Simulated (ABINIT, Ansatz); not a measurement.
Planning a run of ABINIT 10.8.3 on Tellurium (P3_121, 3 atoms a cell). The input:

```
acell 3*1.0 Angstrom
rprim 
  4.454000000025 -0.000000000006 0.000000000000
  -2.227000000008 3.857277148481 0.000000000000
  0.000000000000 0.000000000000 5.924000000000
ntypat 1
znucl 52
natom 3
typat 1 1 1
xred 
  0.269000000000 0.000000000000 0.333333333333
  0.000000000000 0.269000000000 0.666666666667
  0.731000000000 0.731000000000 -0.000000000000
pp_dirpath "pseudos"
pseudos "Te.upf"
ecut 39
iscf -2
irdden 1
kptopt 0
nkpt 39
kpt 
  0.00000000 0.00000000 0.00000000
  0.12500000 0.00000000 0.00000000
  0.25000000 0.00000000 0.00000000
  0.37500000 0.00000000 0.00000000
  0.50000000 0.00000000 0.00000000
  0.45833333 0.08333333 0.00000000
  0.41666666 0.16666666 0.00000000
  0.37500000 0.25000000 0.00000000
  0.33333333 0.33333333 0.00000000
  0.25000000 0.25000000 0.00000000
  0.16666666 0.16666666 0.00000000
  0.08333333 0.08333333 0.00000000
  0.00000000 0.00000000 0.00000000
  0.00000000 0.00000000 0.12500000
  0.00000000 0.00000000 0.25000000
  0.00000000 0.00000000 0.37500000
  0.00000000 0.00000000 0.50000000
  0.12500000 0.00000000 0.50000000
  0.25000000 0.00000000 0.50000000
  0.37500000 0.00000000 0.50000000
  0.50000000 0.00000000 0.50000000
  0.45833333 0.08333333 0.50000000
  0.41666666 0.16666666 0.50000000
  0.37500000 0.25000000 0.50000000
  0.33333333 0.33333333 0.50000000
  0.25000000 0.25000000 0.50000000
  0.16666666 0.16666666 0.50000000
  0.08333333 0.08333333 0.50000000
  0.00000000 0.00000000 0.50000000
  0.50000000 0.00000000 0.50000000
  0.50000000 0.00000000 0.37500000
  0.50000000 0.00000000 0.25000000
  0.50000000 0.00000000 0.12500000
  0.50000000 0.00000000 0.00000000
  0.33333333 0.33333333 0.50000000
  0.33333333 0.33333333 0.37500000
  0.33333333 0.33333333 0.25000000
  0.33333333 0.33333333 0.12500000
  0.33333333 0.33333333 0.00000000
istwfk *1
nband 43
nbdbuf 2
tolwfr 1e-08
nstep 40
prtwf 0
prtvol 0
indata_prefix "in"
outdata_prefix "out"
tmpdata_prefix "tmp"
```

The database entry behind the starting cell differs from later determinations by our own check (inner coordinate of an old entry), so it need not match the best structure at ambient conditions.

```sh
OMP_NUM_THREADS=1 mpirun -n 4 abinit run.abi > log
```

Q: How long will it take on 4 MPI ranks of Intel Xeon Platinum 8488C (Sapphire Rapids), shared host, and how much memory?

It took 67 s; on shared hardware allow 34 s to 2.2 min. Peak host memory was 0.53 GiB.

[Paths, hosts, dates, memory and timing lines, banners, echoed tables and standing remarks are left out of the program output.]

[Logs are printed without paths, hosts, clocks, repeated set-up lines and the standing remarks that a program may print on its own settings, such as how far it seeks lower states.]

[Runs of the session that timed out or met a known fault of the program may be left out.]

[Hosts, paths, dates, database ids (printed as entryN), source tags and the programs' standing remarks are cut or masked in the printed files.]

[G0W0 gaps are taken among the corrected bands and points alone; a level outside them can change the order at an edge.]

[Where Ansatz stands beside ABINIT at settings called matched, ABINIT's density can come from a denser mesh and the files from another edition; pairs whose starting gaps differed by over 0.03 eV were left out, so agreement reads better than it is.]
